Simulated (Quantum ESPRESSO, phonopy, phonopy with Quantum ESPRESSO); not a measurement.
# BP (F-43m): phonons against volume, part 8 of 9

Which modes of BP drive its thermal expansion?

Experimental results on record:
- volume expansion coefficient 9.6 1e-6/K near room temperature (given in “Thermal expansion coefficients of high thermal conducting BAs and BP materials (three times its linear coefficient)”, 2019, arxiv:1906.04101)

Quantum ESPRESSO 7.5; DFT LDA, scalar-relativistic, plane waves, GBRV ultrasoft pseudopotentials.

So far. Step 21 (Self-consistent run, V/V0 0.97): The run ends at a pressure of 5.50 GPa. Step 22 (Zone-centre response): The Born charges sum to zero within 0.073 e; the rest is removed before use. Acoustic frequencies in this log differ from zero by the error of the sum rule, which ph.x does not impose.

## (23) A displaced supercell

One atom (for the harmonic constants) or a pair of atoms (for the cubic ones) is moved by a few hundredths of an ångström; the forces on all atoms give a column of force constants. The threshold is tight because the forces are small.

System of this step: BP. The cell holds 54 atoms: 27 B and 27 P. Cell: a = 9.438 Å, b = 9.438 Å, c = 9.438 Å, α = 60.0°, β = 60.0°, γ = 60.0°. It derives from BP, repeated 3×3×3.

disp-00001.in reads:

```
 &control
    calculation='scf',
    prefix='x',
    outdir='./tmp',
    pseudo_dir='./pseudo',
    tprnfor=.true.,
    disk_io='none',
 /
 &system
    ibrav=0,
    nat=54,
    ntyp=2,
    ecutwfc=40.0,
    ecutrho=240.0,
    occupations='fixed',
    nbnd=110,
 /
 &electrons
    conv_thr=1.0d-11,
    mixing_beta=0.7,
    electron_maxstep=100,
 /
ATOMIC_SPECIES
 B      10.8100  B.upf
 P      30.9738  P.upf
CELL_PARAMETERS angstrom
     0.000000000    6.673523783    6.673523783
     6.673523783    0.000000000    6.673523783
     6.673523783    6.673523783    0.000000000
ATOMIC_POSITIONS crystal
 B      0.002119141   0.000000000   0.000000000
 B      0.333333333   0.000000000   0.000000000
 B      0.666666667   0.000000000   0.000000000
 B      0.000000000   0.333333333   0.000000000
 B      0.333333333   0.333333333   0.000000000
 B      0.666666667   0.333333333   0.000000000
 B      0.000000000   0.666666667   0.000000000
 B      0.333333333   0.666666667   0.000000000
 B      0.666666667   0.666666667   0.000000000
 B      0.000000000   0.000000000   0.333333333
 B      0.333333333   0.000000000   0.333333333
 B      0.666666667   0.000000000   0.333333333
 B      0.000000000   0.333333333   0.333333333
 B      0.333333333   0.333333333   0.333333333
 B      0.666666667   0.333333333   0.333333333
 B      0.000000000   0.666666667   0.333333333
 B      0.333333333   0.666666667   0.333333333
 B      0.666666667   0.666666667   0.333333333
 B      0.000000000   0.000000000   0.666666667
 B      0.333333333   0.000000000   0.666666667
 B      0.666666667   0.000000000   0.666666667
 B      0.000000000   0.333333333   0.666666667
 B      0.333333333   0.333333333   0.666666667
 B      0.666666667   0.333333333   0.666666667
 B      0.000000000   0.666666667   0.666666667
 B      0.333333333   0.666666667   0.666666667
 B      0.666666667   0.666666667   0.666666667
 P      0.083333333   0.083333333   0.083333333
 P      0.416666667   0.083333333   0.083333333
 P      0.750000000   0.083333333   0.083333333
 P      0.083333333   0.416666667   0.083333333
 P      0.416666667   0.416666667   0.083333333
 P      0.750000000   0.416666667   0.083333333
 P      0.083333333   0.750000000   0.083333333
 P      0.416666667   0.750000000   0.083333333
 P      0.750000000   0.750000000   0.083333333
 P      0.083333333   0.083333333   0.416666667
 P      0.416666667   0.083333333   0.416666667
 P      0.750000000   0.083333333   0.416666667
 P      0.083333333   0.416666667   0.416666667
 P      0.416666667   0.416666667   0.416666667
 P      0.750000000   0.416666667   0.416666667
 P      0.083333333   0.750000000   0.416666667
 P      0.416666667   0.750000000   0.416666667
 P      0.750000000   0.750000000   0.416666667
 P      0.083333333   0.083333333   0.750000000
 P      0.416666667   0.083333333   0.750000000
 P      0.750000000   0.083333333   0.750000000
 P      0.083333333   0.416666667   0.750000000
 P      0.416666667   0.416666667   0.750000000
 P      0.750000000   0.416666667   0.750000000
 P      0.083333333   0.750000000   0.750000000
 P      0.416666667   0.750000000   0.750000000
 P      0.750000000   0.750000000   0.750000000
K_POINTS automatic
 3 3 3 0 0 0
```

Command:

```
$ OMP_NUM_THREADS=1 mpirun -n 4 pw.x -nk 4 -in disp-00001.in > disp-00001.out
```

The program printed:

```text
[banner, memory and clock lines left out]
Program PWSCF v.7.5

     Message from routine setup:
     using ibrav=0 with symmetry is DISCOURAGED, use correct ibrav instead

     G-vector sticks info

     bravais-lattice index     =            0
     lattice parameter (alat)  =      17.8348  a.u.
     unit-cell volume          =    4011.3655 (a.u.)^3
     number of atoms/cell      =           54
     number of atomic types    =            2
     number of electrons       =       216.00
[...]
atom    1 type  1   force =    -0.00047155   -0.01197847   -0.01197847
     atom    2 type  1   force =     0.00031820    0.00044969    0.00044969
     atom    3 type  1   force =    -0.00031601    0.00043208    0.00043208
[...]
atom   53 type  2   force =     0.00009965   -0.00002536   -0.00002536
     atom   54 type  2   force =     0.00000014   -0.00002255   -0.00002255

     Total force =     0.019929     Total SCF correction =     0.000004
     Message from routine punch:
     Nothing written, as per user request (disk_io='none')
[key lines of the parts left out:]
!    total energy              =    -594.25692350 Ry
convergence has been achieved in  16 iterations
```

Elapsed: 11 min, on 4 MPI ranks of Arm Neoverse V1, shared host.

## (24) Phonons, V/V0 0.97

This step: DFT LDA, scalar-relativistic, plane waves, GBRV ultrasoft pseudopotentials (phonopy with Quantum ESPRESSO 4.10.0 / 7.5).

Elapsed: 12 min, on 8 threads; 1.6 h of CPU time.

Phonopy, LO-TO term from ph.x's tensors. The phonon branches at the labelled points (cm⁻¹):

```
    point  branch 1  branch 2  branch 3  branch 4  branch 5  branch 6
        Γ         0         0         0       846       846       854
  halfway       239       239       381       801       801       850
        X       309       309       546       749       749       827
  halfway       307       342       532       740       752       830
        U       302       406       493       723       761       835
jump to K       302       406       493       723       761       835
  halfway       211       276       386       802       814       835
        Γ         0         0         0       846       846       854
  halfway       175       175       365       824       824       836
        L       222       222       529       801       806       806
  halfway       281       352       497       743       782       833
        W       356       403       470       724       754       834
  halfway       333       346       518       737       752       831
        X       309       309       546       749       749       827
```

The phonon branches as a text plot (rows in cm⁻¹):

```
    837 |**************************************     *************
    802 |    ***            *****            *********
    766 |       ************  **                    *************
    730 |             ********                        **********
    695 |
    659 |
    623 |
    588 |
    552 |          ****                                        **
    517 |         *    ***                      ******       **
    481 |                 *                    *      *******
    445 |       **         *****             **
    410 |                 *                             ****
    374 |     **        **  **  *           *          *  * *
    338 |              *      **                      * ** ****
    303 |    *    **********     **        *         * *       **
    267 |       **          **  *                   ***
    232 |     **              **   **           *****
    196 |  ***                  ***      **  ***
    160 |                        ****       *
    125 |  **                      ***     *
     89 | *                          *  ***
     53 | *                          *  *
     18 |*                            **
         Γ           X  U|K            Γ         L        W     X
```

No mode is imaginary beyond numerical noise along the path. The highest zone-centre mode (no LO–TO term) moved by +3.1 % for a volume change of -3.0 %.

The time given is that of the 2 pw.x runs on displaced cells behind this step.

## (25) Self-consistent run, V/V0 1.05

A tight ground state at this cell gives the energy of this member; its pressure is the stress at this cutoff, which can carry an offset from the finite basis.

This step: DFT LDA, scalar-relativistic, plane waves, GBRV ultrasoft pseudopotentials (Quantum ESPRESSO 7.5).

System of this step: BP. It takes space group F-43m (No. 216, cubic). Conventional cell: a = 4.568 Å, b = 4.568 Å, c = 4.568 Å, α = 90.00°, β = 90.00°, γ = 90.00°. B has 4 P at 1.98 Å nearest. P has 4 B at 1.98 Å nearest. Farther neighbours are not listed.

scf.in reads:

```
 &control
    calculation='scf',
    prefix='x',
    outdir='./tmp',
    pseudo_dir='./pseudo',
    tprnfor=.true.,
    tstress=.true.,
 /
 &system
    ibrav=0,
    nat=2,
    ntyp=2,
    ecutwfc=40.0,
    ecutrho=240.0,
    occupations='fixed',
    nbnd=6,
 /
 &electrons
    conv_thr=1.0d-12,
    mixing_beta=0.7,
    electron_maxstep=100,
 /
ATOMIC_SPECIES
 B      10.8100  B.upf
 P      30.9738  P.upf
CELL_PARAMETERS angstrom
     0.000000000    2.284054589    2.284054589
     2.284054589    0.000000000    2.284054589
     2.284054589    2.284054589    0.000000000
ATOMIC_POSITIONS crystal
 B      0.000000000   0.000000000   0.000000000
 P      0.250000000   0.250000000   0.250000000
K_POINTS automatic
 8 8 8 0 0 0
```

Command:

```
$ OMP_NUM_THREADS=1 mpirun -n 8 pw.x -nk 8 -in scf.in > scf.out
```

The program printed:

```text
[banner, memory and clock lines left out]
Program PWSCF v.7.5

     Message from routine setup:
     using ibrav=0 with symmetry is DISCOURAGED, use correct ibrav instead

     G-vector sticks info

     bravais-lattice index     =            0
     lattice parameter (alat)  =       6.1041  a.u.
     unit-cell volume          =     160.8222 (a.u.)^3
     number of atoms/cell      =            2
     number of atomic types    =            2
     number of electrons       =         8.00
[...]
atom    2 type  2   force =     0.00000000    0.00000000    0.00000000

     Total force =     0.000000     Total SCF correction =     0.000000

     Computing stress (Cartesian axis) and pressure

          total   stress  (Ry/bohr**3)                   (kbar)     P=      -79.01
[...]
-0.00000000  -0.00053712  -0.00000000           -0.00      -79.01       -0.00
  -0.00000000  -0.00000000  -0.00053712           -0.00       -0.00      -79.01

     XML data file, charge density, pseudopotentials, collected wavefunctions
[key lines of the parts left out:]
!    total energy              =     -22.00810090 Ry
convergence has been achieved in  16 iterations
```

Elapsed: 1.6 s, on 8 MPI ranks; 13 s of CPU time.

The run ends at a pressure of -7.90 GPa.

## (26) Born charges and dielectric tensor

In a polar crystal the Born charges and ε∞ give the long-range dipole term that a finite supercell misses. They are those of this k-mesh and were not tested on a denser one; where the gap is small they converge slowly, and the LO modes with them.

ph.in reads:

```
phonons
 &inputph
    prefix='x',
    outdir='./tmp',
    fildyn='x.dyn',
    tr2_ph=1.0d-18,
    epsil=.true.,
 /
0.000000000 0.000000000 0.000000000
```

scf.in is that of step 25.

Command:

```
$ OMP_NUM_THREADS=1 mpirun -n 8 ph.x -nk 8 -in ph.in > ph.out
```

The program printed:

```text
[banner, memory and clock lines left out]
Program PHONON v.7.5

     ./tmp/x.save/

     IMPORTANT: XC functional enforced from input :
     Exchange-correlation= PZ
                           (   1   1   0   0   0   0   0)
     Any further DFT definition will be discarded
     Please, verify this is what you really want

     G-vector sticks info

     Reading collected, re-writing distributed wavefunctions in ./tmp/

     Number and degeneracy of irreps per q-point
       N         xq(1)         xq(2)         xq(3)   N irreps
[...]
freq (    1) =      -0.261326 [THz] =      -8.716891 [cm-1]
     freq (    2) =      -0.261326 [THz] =      -8.716891 [cm-1]
     freq (    3) =      -0.261326 [THz] =      -8.716891 [cm-1]
     freq (    4) =      23.398228 [THz] =     780.480877 [cm-1]
     freq (    5) =      23.398228 [THz] =     780.480877 [cm-1]
     freq (    6) =      23.398228 [THz] =     780.480877 [cm-1]
 **************************************************************************

     Mode symmetry, T_d (-43m)  point group:

     freq (   1-   3) =         -8.7  [cm-1]   --> T_2  G_15 P_4   I+R
     freq (   4-   6) =        780.5  [cm-1]   --> T_2  G_15 P_4   I+R
```

Wall time 11 s (8 MPI ranks).

The Born charges sum to zero within 0.070 e; the rest is removed before use. Acoustic frequencies in this log differ from zero by the error of the sum rule, which ph.x does not impose.

## (27) Forces on a displaced cell

One atom (for the harmonic constants) or a pair of atoms (for the cubic ones) is moved by a few hundredths of an ångström; the forces on all atoms give a column of force constants. The threshold is tight because the forces are small.

System of this step: BP. The cell holds 54 atoms: 27 B and 27 P. Cell: a = 9.690 Å, b = 9.690 Å, c = 9.690 Å, α = 60.0°, β = 60.0°, γ = 60.0°. It derives from BP, repeated 3×3×3.

disp-00001.in: that of step 23 with these lines changed.

```diff
@@ -26,7 +26,7 @@
 CELL_PARAMETERS angstrom
-     0.000000000    6.673523783    6.673523783
-     6.673523783    0.000000000    6.673523783
-     6.673523783    6.673523783    0.000000000
+     0.000000000    6.852163768    6.852163768
+     6.852163768    0.000000000    6.852163768
+     6.852163768    6.852163768    0.000000000
 ATOMIC_POSITIONS crystal
- B      0.002119141   0.000000000   0.000000000
+ B      0.002063893   0.000000000   0.000000000
  B      0.333333333   0.000000000   0.000000000
```

Command:

```
$ OMP_NUM_THREADS=1 mpirun -n 4 pw.x -nk 4 -in disp-00001.in > disp-00001.out
```

The program printed:

```text
[banner, memory and clock lines left out]
Program PWSCF v.7.5

     Message from routine setup:
     using ibrav=0 with symmetry is DISCOURAGED, use correct ibrav instead

     G-vector sticks info

     bravais-lattice index     =            0
     lattice parameter (alat)  =      18.3122  a.u.
     unit-cell volume          =    4342.1998 (a.u.)^3
     number of atoms/cell      =           54
     number of atomic types    =            2
     number of electrons       =       216.00
[...]
atom    1 type  1   force =    -0.00037545   -0.00995800   -0.00995800
     atom    2 type  1   force =     0.00026814    0.00035960    0.00035960
     atom    3 type  1   force =    -0.00026511    0.00034430    0.00034430
[...]
atom   53 type  2   force =     0.00008363   -0.00001948   -0.00001948
     atom   54 type  2   force =     0.00000011   -0.00002171   -0.00002171

     Total force =     0.016385     Total SCF correction =     0.000003
     Message from routine punch:
     Nothing written, as per user request (disk_io='none')
[key lines of the parts left out:]
!    total energy              =    -594.22118752 Ry
convergence has been achieved in  18 iterations
```

Run time: 13 min. Hardware: 4 MPI ranks; 54 min of CPU time.

## (28) Phonons, V/V0 1.05

This step: DFT LDA, scalar-relativistic, plane waves, GBRV ultrasoft pseudopotentials (phonopy with Quantum ESPRESSO 4.10.0 / 7.5).

Run time: 15 min. Hardware: 8 threads.

No mode is imaginary beyond numerical noise along the path. The highest zone-centre mode (no LO–TO term) moved by -4.8 % for a volume change of +5.0 %.

The time given is that of the 2 pw.x runs on displaced cells behind this step.

## (29) Mode Grüneisen parameters

This step: DFT LDA, scalar-relativistic, plane waves, GBRV ultrasoft pseudopotentials (phonopy 4.10.0).

Numbers from this step:

- share of modes with a negative Grüneisen parameter: 0.076

Mean Grüneisen, by row:

```
T (K)  heat-capacity-weighted mean  root mean square
   50                        0.206             0.328
  100                        0.267             0.422
  200                        0.511             0.694
  300                        0.662              0.83
  500                        0.767             0.915
  800                        0.808             0.946
```

Table of mean mode Grueneisen parameter by wavenumber:

```
wavenumber (cm⁻¹)  mean mode Grueneisen parameter
               14                               -
               41                           0.161
               69                           0.186
               97                           0.382
              124                           0.187
              152                           0.318
              180                            0.21
              207                           0.185
              235                          0.0833
              262                            0.12
              290                           0.185
              318                           0.253
              345                           0.426
              373                           0.551
              400                           0.581
              428                           0.875
              456                           0.922
              483                           0.929
              511                           0.949
              538                           0.918
              566                               -
              594                               -
              621                               -
              649                               -
              676                               -
              704                            1.31
              732                            1.34
              759                            1.23
              787                            1.16
              814                            1.17
```

Volume series, by row:

```
 V/V0  V (Å³/atom)  pressure (GPa)  E - E0 (meV/atom)  gap (eV)  zero-point energy (meV/atom)  lowest on the path (cm⁻¹)  highest at Gamma without the LO-TO term (cm⁻¹)
 0.97        11.01           5.505              5.682     1.153                         105.8                          0                                           845.5
0.985        11.18           2.588              1.329     1.169                         104.2                          0                                           832.6
    1        11.35          -0.128                  0     1.184                         102.7                          0                                             820
1.015        11.52          -2.657              1.455       1.2                         101.1                          0                                           807.8
 1.03        11.69          -5.013              5.513     1.215                          99.6                          0                                           795.9
 1.05        11.92          -7.901              14.63     1.235                         97.64                          0                                           780.4
```

The optical frequency at Gamma without the LO-TO term, mode 4 by V/V0:

```
  V/V0  optical frequency at Gamma without the LO-TO term, mode 4 (cm⁻¹)
0.9700                                                               846
0.9850                                                               833
1.0000                                                               820
1.0150                                                               808
1.0300                                                               796
1.0500                                                               780
```

[end of part 8 of 9]

[Logs are printed without paths, hosts, clocks, repeated set-up lines and the standing remarks that a program may print on its own settings, such as how far it seeks lower states.]

[Hosts, paths, dates, database ids (printed as entryN), source tags and the programs' standing remarks are cut or masked in the printed files.]

[A step with changed settings may run another functional than the one named; its input shows which.]

[Of the runs on displaced cells, only some may be shown.]
